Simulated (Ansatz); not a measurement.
# LaCr, from a guessed structure to a relaxed one

Starting from a made-up structure for LaCr, the aim is the relaxed cell, its shortest contacts and, where a second run follows, its electronic structure.

Calculated with Ansatz 0.2.0; DFT, PBEsol, plane-wave PAW, files of the set soft_1, scalar-relativistic, ferromagnetic start, cell and ions relaxed at zero pressure; PAW set soft_1, in the first sound run; inputs show where later runs differ.

### 1. The starting structure

It takes space group Pm-3m (No. 221, cubic). The conventional cell has a = 3.481 Å, b = 3.481 Å, c = 3.481 Å, α = 90.00°, β = 90.00°, γ = 90.00°. Nearest to La lie 8 Cr at 3.01 Å. Nearest to Cr lie 8 La at 3.01 Å. Farther neighbours are not listed.

As a file:

```cif
data_structure
_symmetry_space_group_name_H-M 'P 1'
_symmetry_Int_Tables_number 1
_cell_length_a 3.4810
_cell_length_b 3.4810
_cell_length_c 3.4810
_cell_angle_alpha 90.000
_cell_angle_beta 90.000
_cell_angle_gamma 90.000
_cell_volume 42.18
loop_
_atom_site_label
_atom_site_type_symbol
_atom_site_fract_x
_atom_site_fract_y
_atom_site_fract_z
_atom_site_occupancy
La1 La 0.00000 0.00000 0.00000 1
Cr2 Cr 0.50000 0.50000 0.50000 1
```

### 2. Relaxing cell and atoms

The guess takes its coordinates from another compound and its volume from a rule, so the cell and any free coordinates are relaxed together.

input.yaml reads:

```yaml
crystal:
  lattice:
    - [3.481, 0.0, 0.0]
    - [0.0, 3.481, 0.0]
    - [0.0, 0.0, 3.481]
  atoms:
    - { symbol: La, position: [0.0, 0.0, 0.0] }
    - { symbol: Cr, position: [0.5, 0.5, 0.5], spin: 3.0 }
magnetization:
  spin_polarized: true
kpoints:
  mp_grid: { grid: [8, 8, 8] }
scf:
  occupations: { method: fermi_dirac, width: 0.05 }
hamiltonian:
  xc: pbesol
  pseudopotentials: { kind: paw, azcp: { folder: soft_1 }, xc_functional: pbe }
relax:
  f_tol: 0.015
  max_steps: 70
  cell: {}
output:
  forces: true
  stress: true
```

Launch:

```sh
$ ansatz run input.yaml --threads 4 --pin off --max-ram 8192MiB --backend cpu --events-out ev --progress --plain --runs-dir out
```

Numbers of over 12 decimals in the logs are rounded to 6 here.

Log:

```text
Engine: ansatz 0.2.0, x86_64-unknown-linux-gnu
Pseudopotentials: kind: paw
Pseudopotential: La, paw, valence charge 11, recommended cutoff 420 eV (normal), soft_1/La.paw.azcp
Pseudopotential: Cr, paw, valence charge 14, recommended cutoff 420 eV (normal), soft_1/Cr.paw.azcp
Functional definition: PBEsol
  exchange = pbesol_x
  correlation = pbesol_c
Crystal: 2 atoms, lattice volume = 42.181 Å³
Basis set: ecut = 420 eV, 799 PW (Γ), exchange–correlation on 48×48×48 points (8 copies of the dense FFT grid, shifted against one another)
Bands: 18, of which v1, the nominal top of the filled ones, is band 13 counted from 1 (12 counted from 0)
Symmetry: 48 space group operations
Space group: Pm-3m (ITA 221), of the structure as read, at distance tolerance 3.5e-5 Å
Magnetic group: BNS 221.92 (UNI 1594), of the structure as read, at distance tolerance 3.5e-5 Å
k-points: 35 of 512
Non-local potential: La, projectors of the file, l = 0: 3, l = 1: 2, l = 2: 2, l = 3: 3
Non-local potential: Cr, projectors of the file, l = 0: 3, l = 1: 2, l = 2: 3, l = 3: 1
PAW form: soft (Blöchl's): semilocal exchange-correlation on the pseudo side does not see the compensation charge
PAW frozen core: La, regenerated for the run's functional, and the local potential with it (the file was generated under x = pbe(κ = 0.804, μ = 0.219515), c = pbe(β = 0.066725))
PAW frozen core: Cr, regenerated for the run's functional, and the local potential with it (the file was generated under x = pbe(κ = 0.804, μ = 0.219515), c = pbe(β = 0.066725))
PAW one-centre angular grid: La, 590 points (default); XC on 64 Gauss nodes
PAW one-centre angular grid: Cr, 590 points (default); XC on 64 Gauss nodes
Initial density: superposition of atomic densities (chi_scale 0.1, normalization cell)
Starting moments: Σ|m| = 3 μB on 1 of 2 sites
Initial wavefunctions: pseudopotential atomic-orbital guess
Functional: x = pbesol(κ = 0.804, μ = 0.123457), c = pbesol(β = 0.046)
SCF iter   1: F=—  HF=-9508.831879 eV  |F-HF|=—  |Δ(HF+E_count)|=         —  Δρ=9.84e-2 (↑9.84e-2 ↓5.91e-2)  dr2=1.30e1  dr2_m=1.91e-1  M=2.810 μB ∫|m|=2.859 μB  β_m=0.30  ethr=3.10e-3  ⟨swp⟩=3.2  Hψ=4932  notcnv=0
Mixer restart at iter 1: flushing history
preconditioner: auto → none  [metal: Δε(μ)=0.033 eV  Ē_g=9.344 eV  σ=0.050 eV  W_gap=0.16  n_scr=6 (ndim 8)  ℏωp=22.1 eV  f_vac=0.000  D(μ)=1.64/eV (n_scr^D=18)  sad-step TF]
SCF iter   2: F=—  HF=-9509.465981 eV  |F-HF|=—  |Δ(HF+E_count)|=   6.34e-1  Δρ=2.24e-2 (↑2.24e-2 ↓2.24e-2)  dr2=8.42e-1  dr2_m=3.81e-2  M=2.712 μB ∫|m|=2.823 μB  β_m=0.33  ethr=3.10e-3  ⟨swp⟩=3.2  Hψ=3404  notcnv=0  defer=19
SCF iter   3: F=—  HF=-9509.206060 eV  |F-HF|=—  |Δ(HF+E_count)|=   2.60e-1  Δρ=1.67e-2 (↑1.67e-2 ↓1.05e-2)  dr2=8.85e-2  dr2_m=3.85e-2  M=2.715 μB ∫|m|=2.862 μB  β_m=0.51  ethr=3.10e-3  ⟨swp⟩=2.5  Hψ=2174  notcnv=0  defer=19
SCF iter   4: F=—  HF=-9509.216142 eV  |F-HF|=—  |Δ(HF+E_count)|=         —  Δρ=2.24e-2 (↑2.24e-2 ↓7.02e-3)  dr2=1.70e-1  dr2_m=7.63e-2  M=2.884 μB ∫|m|=3.102 μB  β_m=0.51  ethr=3.54e-4  ⟨swp⟩=2.6  Hψ=2560  notcnv=0  defer=19
Mixer restart at iter 4: flushing history
SCF iter   5: F=—  HF=-9509.292764 eV  |F-HF|=—  |Δ(HF+E_count)|=   7.66e-2  Δρ=2.06e-2 (↑2.06e-2 ↓1.09e-2)  dr2=5.18e-1  dr2_m=1.10e-2  M=2.685 μB ∫|m|=2.935 μB  β_m=0.34  ethr=3.54e-4  ⟨swp⟩=4.2  Hψ=3628  notcnv=0  defer=16
SCF iter   6: F=—  HF=-9509.255263 eV  |F-HF|=—  |Δ(HF+E_count)|=   3.75e-2  Δρ=5.12e-3 (↑5.12e-3 ↓3.79e-3)  dr2=1.51e-3  dr2_m=7.54e-3  M=2.802 μB ∫|m|=3.051 μB  β_m=0.46  ethr=3.54e-4  ⟨swp⟩=3.4  Hψ=3289  notcnv=0  defer=11
SCF iter   7: F=—  HF=-9509.264438 eV  |F-HF|=—  |Δ(HF+E_count)|=   9.18e-3  Δρ=3.28e-3 (↑3.28e-3 ↓2.27e-3)  dr2=5.61e-4  dr2_m=2.94e-3  M=2.812 μB ∫|m|=3.092 μB  β_m=0.70  ethr=6.04e-6  ⟨swp⟩=2.6  Hψ=2585  notcnv=0  defer=11
SCF iter   8: F=—  HF=-9509.265535 eV  |F-HF|=—  |Δ(HF+E_count)|=   1.10e-3  Δρ=1.30e-3 (↑1.30e-3 ↓5.57e-4)  dr2=1.48e-3  dr2_m=8.06e-5  M=2.820 μB ∫|m|=3.138 μB  β_m=0.71  ethr=2.24e-6  ⟨swp⟩=2.4  Hψ=2671  notcnv=0  defer=10
SCF iter   9: F=—  HF=-9509.266013 eV  |F-HF|=—  |Δ(HF+E_count)|=   4.78e-4  Δρ=6.18e-4 (↑2.91e-4 ↓6.18e-4)  dr2=1.31e-4  dr2_m=6.90e-5  M=2.823 μB ∫|m|=3.135 μB  β_m=0.69  ethr=2.24e-6  ⟨swp⟩=2.7  Hψ=2390  notcnv=0  defer=10
SCF iter  10: F=—  HF=-9509.266049 eV  |F-HF|=—  |Δ(HF+E_count)|=   3.60e-5  Δρ=3.55e-4 (↑1.68e-4 ↓3.55e-4)  dr2=3.60e-5  dr2_m=2.40e-5  M=2.824 μB ∫|m|=3.137 μB  β_m=0.84  ethr=5.23e-7  ⟨swp⟩=1.6  Hψ=1441  notcnv=0  defer=10
SCF iter  11: F=—  HF=-9509.266056 eV  |F-HF|=—  |Δ(HF+E_count)|=   7.42e-6  Δρ=6.77e-5 (↑2.45e-5 ↓6.77e-5)  dr2=2.55e-6  dr2_m=6.70e-7  M=2.827 μB ∫|m|=3.142 μB  β_m=0.86  ethr=1.44e-7  ⟨swp⟩=2.0  Hψ=1596  notcnv=0  defer=10
SCF iter  12: F=—  HF=-9509.266058 eV  |F-HF|=—  |Δ(HF+E_count)|=   1.30e-6  Δρ=9.88e-6 (↑9.88e-6 ↓9.58e-6)  dr2=2.19e-7  dr2_m=2.82e-9  M=2.827 μB ∫|m|=3.142 μB  β_m=0.93  ethr=1.02e-8  ⟨swp⟩=2.0  Hψ=1987  notcnv=0  defer=10
SCF iter  13: F=—  HF=-9509.266058 eV  |F-HF|=—  |Δ(HF+E_count)|=   9.68e-8  Δρ=1.14e-6 (↑1.14e-6 ↓4.51e-7)  dr2=7.42e-10  dr2_m=1.85e-10  M=2.828 μB ∫|m|=3.142 μB  β_m=0.92  ethr=8.77e-10  ⟨swp⟩=2.0  Hψ=1803  notcnv=0  defer=10
SCF iter  14: F=-9509.266058 eV  HF=-9509.266058 eV  |F-HF|=1.68e-9  |Δ(HF+E_count)|=  3.49e-10  Δρ=1.56e-6 (↑1.56e-6 ↓3.01e-7)  dr2=1.84e-9  dr2_m=1.64e-10  M=2.828 μB ∫|m|=3.142 μB  ethr=2.97e-12  ⟨swp⟩=2.0  Hψ=3924  notcnv=0
SCF 1 converged in 14 iterations: F = -9509.266058 eV  dr2 = 1.84e-9
  greatest PAW one-centre occupation: 1.000 electrons in one spin orbital (limit 2), on the Cr atom at site 1 (counted from 0), in its partial waves of l = 0
relax step   1: F+E_penalty+E_count = -9509.26605777 eV  Δ(F+E_penalty+E_count) = +0.000e0 eV  max|allowed force component| = 3.823e-29 eV/Å  Δτ_max = 0.0000 Å  P = +6.168 GPa  Ω = 42.181 Å³  (14 SCF iters, dr2 threshold 1.00e-7 eV, accepted)
Crystal: 2 atoms, lattice volume = 48.167 Å³
Basis set: ecut = 420 eV, 925 PW (Γ), exchange–correlation on 48×48×48 points (8 copies of the dense FFT grid, shifted against one another)
Initial density: handed on by an earlier stage of this run
Starting moments: Σ|m| = 3 μB on 1 of 2 sites; this step starts from the density that it was given
Initial wavefunctions: those handed on with the density
iter 1 solved again at ethr=1.91e-3 eV; its pass at ethr=3.10e-3 eV (dr2=4.77e-1 eV) is discarded
SCF iter   1: F=—  HF=-9509.494582 eV  |F-HF|=—  |Δ(HF+E_count)|=         —  Δρ=4.11e-2 (↑4.11e-2 ↓1.53e-2)  dr2=4.77e-1  dr2_m=3.36e-1  M=3.409 μB ∫|m|=3.751 μB  β_m=0.30  ethr=1.91e-3  ⟨swp⟩=1.0  Hψ=11002  notcnv=0
[...]
Basis set: ecut = 420 eV, 949 PW (Γ), exchange–correlation on 48×48×48 points (8 copies of the dense FFT grid, shifted against one another)
iter 1 solved again at ethr=5.11e-6 eV; its pass at ethr=3.10e-3 eV (dr2=1.28e-3 eV) is discarded
SCF iter   1: F=—  HF=-9509.374393 eV  |F-HF|=—  |Δ(HF+E_count)|=         —  Δρ=2.05e-3 (↑2.05e-3 ↓7.47e-4)  dr2=1.27e-3  dr2_m=8.38e-4  M=3.446 μB ∫|m|=3.765 μB  β_m=0.65  ethr=5.11e-6  ⟨swp⟩=2.0  Hψ=9630  notcnv=0
preconditioner: auto → none  [metal: Δε(μ)=0.014 eV  Ē_g=8.938 eV  σ=0.050 eV  W_gap=0.07  n_scr=6 (ndim 8)  ℏωp=20.6 eV  f_vac=0.000  D(μ)=1.95/eV (n_scr^D=18)]
SCF iter   2: F=—  HF=-9509.372969 eV  |F-HF|=—  |Δ(HF+E_count)|=   1.42e-3  Δρ=1.19e-3 (↑1.06e-3 ↓1.19e-3)  dr2=2.33e-3  dr2_m=6.92e-5  M=3.443 μB ∫|m|=3.770 μB  β_m=0.35  ethr=5.07e-6  ⟨swp⟩=2.8  Hψ=2661  notcnv=0  defer=3
SCF iter   3: F=—  HF=-9509.373967 eV  |F-HF|=—  |Δ(HF+E_count)|=   9.98e-4  Δρ=6.10e-4 (↑6.10e-4 ↓4.88e-4)  dr2=1.98e-5  dr2_m=1.32e-4  M=3.446 μB ∫|m|=3.768 μB  β_m=0.46  ethr=5.07e-6  ⟨swp⟩=2.4  Hψ=2463  notcnv=0  defer=3
SCF iter   4: F=—  HF=-9509.373957 eV  |F-HF|=—  |Δ(HF+E_count)|=   9.91e-6  Δρ=1.38e-4 (↑8.14e-5 ↓1.38e-4)  dr2=5.38e-6  dr2_m=5.07e-6  M=3.446 μB ∫|m|=3.768 μB  β_m=0.53  ethr=7.92e-8  ⟨swp⟩=2.2  Hψ=2121  notcnv=0  defer=3
SCF iter   5: F=—  HF=-9509.373996 eV  |F-HF|=—  |Δ(HF+E_count)|=   3.88e-5  Δρ=5.93e-5 (↑5.93e-5 ↓1.07e-5)  dr2=2.08e-6  dr2_m=3.03e-7  M=3.446 μB ∫|m|=3.768 μB  β_m=0.72  ethr=2.15e-8  ⟨swp⟩=2.1  Hψ=1682  notcnv=0  defer=3
SCF iter   6: F=—  HF=-9509.374010 eV  |F-HF|=—  |Δ(HF+E_count)|=   1.42e-5  Δρ=3.53e-5 (↑3.53e-5 ↓7.87e-6)  dr2=4.46e-7  dr2_m=2.01e-7  M=3.446 μB ∫|m|=3.767 μB  β_m=0.86  ethr=8.33e-9  ⟨swp⟩=2.6  Hψ=2047  notcnv=0  defer=3
SCF iter   7: F=—  HF=-9509.374014 eV  |F-HF|=—  |Δ(HF+E_count)|=   4.02e-6  Δρ=1.65e-5 (↑1.65e-5 ↓2.06e-6)  dr2=1.55e-7  dr2_m=3.25e-8  M=3.446 μB ∫|m|=3.766 μB  β_m=0.93  ethr=1.78e-9  ⟨swp⟩=2.2  Hψ=2123  notcnv=0  defer=3
SCF iter   8: F=-9509.374015 eV  HF=-9509.374015 eV  |F-HF|=3.31e-10  |Δ(HF+E_count)|=   4.53e-7  Δρ=1.11e-6 (↑1.11e-6 ↓3.61e-7)  dr2=5.64e-10  dr2_m=1.90e-10  M=3.445 μB ∫|m|=3.766 μB  ethr=6.21e-10  ⟨swp⟩=3.6  Hψ=5466  notcnv=0
SCF 3 converged in 8 iterations: F = -9509.374015 eV  dr2 = 5.64e-10
relax step   3: F+E_penalty+E_count = -9509.37401473 eV  Δ(F+E_penalty+E_count) = -5.500e-4 eV  max|allowed force component| = 1.596e-29 eV/Å  Δτ_max = 0.0000 Å  P = +0.032 GPa  Ω = 48.628 Å³  energy of the carried Pulay correction = -8.121e-4 eV  (8 SCF iters, dr2 threshold 2.00e-7 eV, accepted)
[...]
relax step   4: F+E_penalty+E_count = -9509.37570276 eV  Δ(F+E_penalty+E_count) = -1.688e-3 eV  max|allowed force component| = 2.302e-29 eV/Å  Δτ_max = 0.0000 Å  P = +0.106 GPa  Ω = 48.628 Å³  stress off target by 1.06e-1 GPa  SCF on the basis re-selected at this cell (its energy is not comparable with the rows above)  (11 SCF iters)
[...]
relax step   5: F+E_penalty+E_count = -9509.37573757 eV  Δ(F+E_penalty+E_count) = -3.481e-5 eV  max|allowed force component| = 4.273e-30 eV/Å  Δτ_max = 0.0000 Å  P = +0.002 GPa  Ω = 48.768 Å³  energy of the carried Pulay correction = -1.221e-5 eV  (8 SCF iters, dr2 threshold 2.82e-8 eV, accepted)
iter 1 solved again at ethr=1.39e-8 eV; its pass at ethr=3.10e-3 eV (dr2=3.47e-6 eV) is discarded
SCF iter   1: F=—  HF=-9509.375608 eV  |F-HF|=—  |Δ(HF+E_count)|=         —  Δρ=3.23e-4 (↑3.23e-4 ↓1.69e-4)  dr2=2.42e-6  dr2_m=2.70e-6  M=3.455 μB ∫|m|=3.774 μB  β_m=0.65  ethr=1.39e-8  ⟨swp⟩=4.0  Hψ=9450  notcnv=0
preconditioner: auto → none  [metal: Δε(μ)=0.027 eV  Ē_g=8.940 eV  σ=0.050 eV  W_gap=0.13  n_scr=6 (ndim 8)  ℏωp=20.6 eV  f_vac=0.000  D(μ)=1.92/eV (n_scr^D=18)]
SCF iter   2: F=—  HF=-9509.375745 eV  |F-HF|=—  |Δ(HF+E_count)|=   1.37e-4  Δρ=1.13e-4 (↑1.13e-4 ↓5.93e-5)  dr2=3.01e-7  dr2_m=3.31e-7  M=3.455 μB ∫|m|=3.774 μB  β_m=0.65  ethr=9.69e-9  ⟨swp⟩=1.0  Hψ=1260  notcnv=0
SCF iter   3: F=—  HF=-9509.375764 eV  |F-HF|=—  |Δ(HF+E_count)|=   1.91e-5  Δρ=5.59e-6 (↑5.59e-6 ↓2.53e-6)  dr2=3.33e-8  dr2_m=1.59e-9  M=3.455 μB ∫|m|=3.774 μB  β_m=0.48  ethr=1.20e-9  ⟨swp⟩=2.0  Hψ=1522  notcnv=0
SCF iter   4: F=—  HF=-9509.375764 eV  |F-HF|=—  |Δ(HF+E_count)|=   3.13e-9  Δρ=5.84e-7 (↑5.84e-7 ↓5.47e-7)  dr2=2.51e-10  dr2_m=9.13e-11  M=3.455 μB ∫|m|=3.774 μB  β_m=0.58  ethr=1.33e-10  ⟨swp⟩=2.1  Hψ=1727  notcnv=0
SCF iter   5: F=—  HF=-9509.375747 eV  |F-HF|=—  |Δ(HF+E_count)|=   1.66e-5  Δρ=3.83e-7 (↑3.32e-7 ↓3.83e-7)  dr2=1.24e-10  dr2_m=3.04e-11  M=3.455 μB ∫|m|=3.774 μB  β_m=0.79  ethr=1.00e-12  ⟨swp⟩=3.0  Hψ=2504  notcnv=0
SCF iter   6: F=—  HF=-9509.375747 eV  |F-HF|=—  |Δ(HF+E_count)|=  2.95e-10  Δρ=1.83e-7 (↑1.83e-7 ↓1.19e-7)  dr2=9.24e-12  dr2_m=8.40e-12  M=3.455 μB ∫|m|=3.774 μB  β_m=0.85  ethr=1.00e-12  ⟨swp⟩=2.0  Hψ=1608  notcnv=0
SCF iter   7: F=-9509.375747 eV  HF=-9509.375747 eV  |F-HF|=1.09e-11  |Δ(HF+E_count)|=  3.27e-11  Δρ=1.21e-7 (↑1.21e-7 ↓4.87e-8)  dr2=1.29e-11  dr2_m=2.21e-12  M=3.455 μB ∫|m|=3.774 μB  ethr=1.00e-12  ⟨swp⟩=4.0  Hψ=5434  notcnv=0
SCF 6 converged in 7 iterations: F = -9509.375747 eV  dr2 = 1.29e-11
relax step   6: F+E_penalty+E_count = -9509.37574740 eV  Δ(F+E_penalty+E_count) = -9.830e-6 eV  max|allowed force component| = 4.142e-29 eV/Å  Δτ_max = 0.0000 Å  P = +0.001 GPa  Ω = 48.768 Å³  stress off target by 1.12e-3 GPa  SCF on the basis re-selected at this cell (its energy is not comparable with the rows above)  (7 SCF iters)
basis re-selected at this cell: Δ(F+E_penalty+E_count) = -9.830e-6 eV, ΔP = -0.001 GPa vs the last step (what re-selecting the basis moved, of the pressure what is left beyond the Pulay correction that the steps carried, after the strain that the cell walked since its last selection, with what the two solves' SCF thresholds leave and, on support functions, any second-order correction that the steps lacked; it is no m [...]
SCF converged after 7 iterations
Magnetization: 3.4549 μB (14.2274 up, 10.7726 down)
Absolute magnetization: 3.7750 μB (∫|ρ↑−ρ↓|, with the PAW one-centre terms)
Spin contamination: 0.2385 ħ² per cell (⟨S²⟩ above its minimum at these occupations)
Per-site moments (μB) at R_I (Å): [(-0.062129, 1.305167), (3.446223, 1.305167)]
Free energy (F): -9509.375747 eV
Harris-Foulkes:  -9509.375747 eV  (|F-HF|=1.09e-11)
Internal energy: -9509.359715 eV  (E = F + TS)
E sigma→0 (E₀):  -9509.367731 eV
Entropy (-TS):   -0.016032 eV (-8.016 meV/atom)
Fermi energy:    12.658469 eV
--- Per-component energies (eV) ---
  E_band       = -250.247097
  E_kinetic    = 488.243476
  E_local      = -1960.362690  (includes V_loc(G=0)·N_el)
  E_nonlocal   = 140.311062
  E_hartree    = 861.724647
  E_xc         = -254.910779
  E_vxc        = -289.069382  (∫ρ·V_xc dr)
  E_paw        = -6525.498766  (= ΣΔE_a)
  E_vpaw       = -352.819763  (= ΣTr[D̂ρ^β])
  E_aug_tail   = 0.000800  (compensation charges beyond the density's cutoff)
  E_ewald      = -2259.196500
  E_core_change = 0.329036  (= ΣΔE_core)
  E_smearing   = -0.016032  (= −TS)
  E_closure    = 0.000000  (closes the sum)
  Σ components = -9509.375747   (vs F -9509.375747, Δ=0.00e0)
--- Forces (eV/Å), atoms counted from 1 ---
  atom   1  La     0.00000000    -0.00000000    -0.00000000
  atom   2  Cr     0.00000000     0.00000000    -0.00000000
  max |Σ_I F_I| component: 8.55e-29 eV/Å
--- Stress (GPa, compression-positive) ---
        0.001119       0.000000       0.000000
        0.000000       0.001119      -0.000000
        0.000000      -0.000000       0.001119
  P = ⅓ Tr σ = 0.0011 GPa (0.011 kbar)
--- Relaxed structure (4 steps of the walk, 4 accepted, 2 SCFs on fresh bases) ---
  F+E_penalty+E_count = -9509.37574740 eV   max|allowed force component| = 4.142e-29 eV/Å   (the final SCF, on the basis selected at the relaxed cell)
  cell:  # Å, volume = 48.7679 Å³
    - [3.653519, 0, 0]
    - [0, 3.653519, 0]
    - [0, 0, 3.653519]
  atoms:
    - { symbol: La, position: [0, 0, 0] }
    - { symbol: Cr, position: [0.500000, 0.500000, 0.500000] }
```

Elapsed: 11 s, on 4 threads of Intel Xeon Platinum 8375C at 2.90GHz (Ice Lake), shared host; peak memory 0.44 GiB.

The steps of the relaxation:

```csv
step,energy less that of the first step (eV),largest force component (eV/Å),pressure (GPa),volume (Å³)
1,0.0000,0.0000,6.17,42.18
2,-0.1074,0.0000,0.39,48.17
3,-0.1080,0.0000,0.03,48.63
4*,-0.1096,0.0000,0.11,48.63
5,-0.1097,0.0000,0.00,48.77
6*,-0.1097,0.0000,0.00,48.77
```

Relaxation steps marked * repeat the geometry before them on a plane-wave basis chosen anew for their cell, so energy and pressure can jump there.

The run keeps the 48 symmetry operations that it works with, so distortions that break them were not tested.

```csv
"conventional cell, symmetrised",before,after,change
a (Å),3.481,3.654,+5.0 %
b (Å),3.481,3.654,+5.0 %
c (Å),3.481,3.654,+5.0 %
volume (Å³/atom),21.09,24.38,+15.6 %
```

Final coordinates:

```cif
data_structure
_symmetry_space_group_name_H-M 'P 1'
_symmetry_Int_Tables_number 1
_cell_length_a 3.6535
_cell_length_b 3.6535
_cell_length_c 3.6535
_cell_angle_alpha 90.000
_cell_angle_beta 90.000
_cell_angle_gamma 90.000
_cell_volume 48.77
loop_
_atom_site_label
_atom_site_type_symbol
_atom_site_fract_x
_atom_site_fract_y
_atom_site_fract_z
_atom_site_occupancy
La1 La 0.00000 0.00000 0.00000 1
Cr2 Cr 0.50000 0.50000 0.50000 1
```

Numbers from this step:

```
free energy             : -9509.3757 eV
energy at zero smearing : -9509.3677 eV
smearing term TS        : 0.01603 eV
Fermi energy            : 12.66 eV
magnetization           : 3.455 μB
absolute magnetization  : 3.775 μB
site moments            : -0.06213, 3.446 μB
electrons               : 25
symmetry operations     : 48
pressure                : 0.001119 GPa
```

Site moment by atom:

```csv
atom,site moment (μB)
La1,-0.06
Cr2,3.45
```

The shortest distance of each pair, which need not be the same contact before and after:

```csv
pair,guess (Å),relaxed (Å)
Cr–La,3.015,3.164
La–La,3.481,3.654
Cr–Cr,3.481,3.654
```

The relaxation ends with a pressure of 0.00 GPa.

[end of part 1 of 2]

[Logs are printed without paths, hosts, clocks, repeated set-up lines and the standing remarks that a program may print on its own settings, such as how far it seeks lower states.]

[Hosts, paths, dates, database ids (printed as entryN), source tags and the programs' standing remarks are cut or masked in the printed files.]
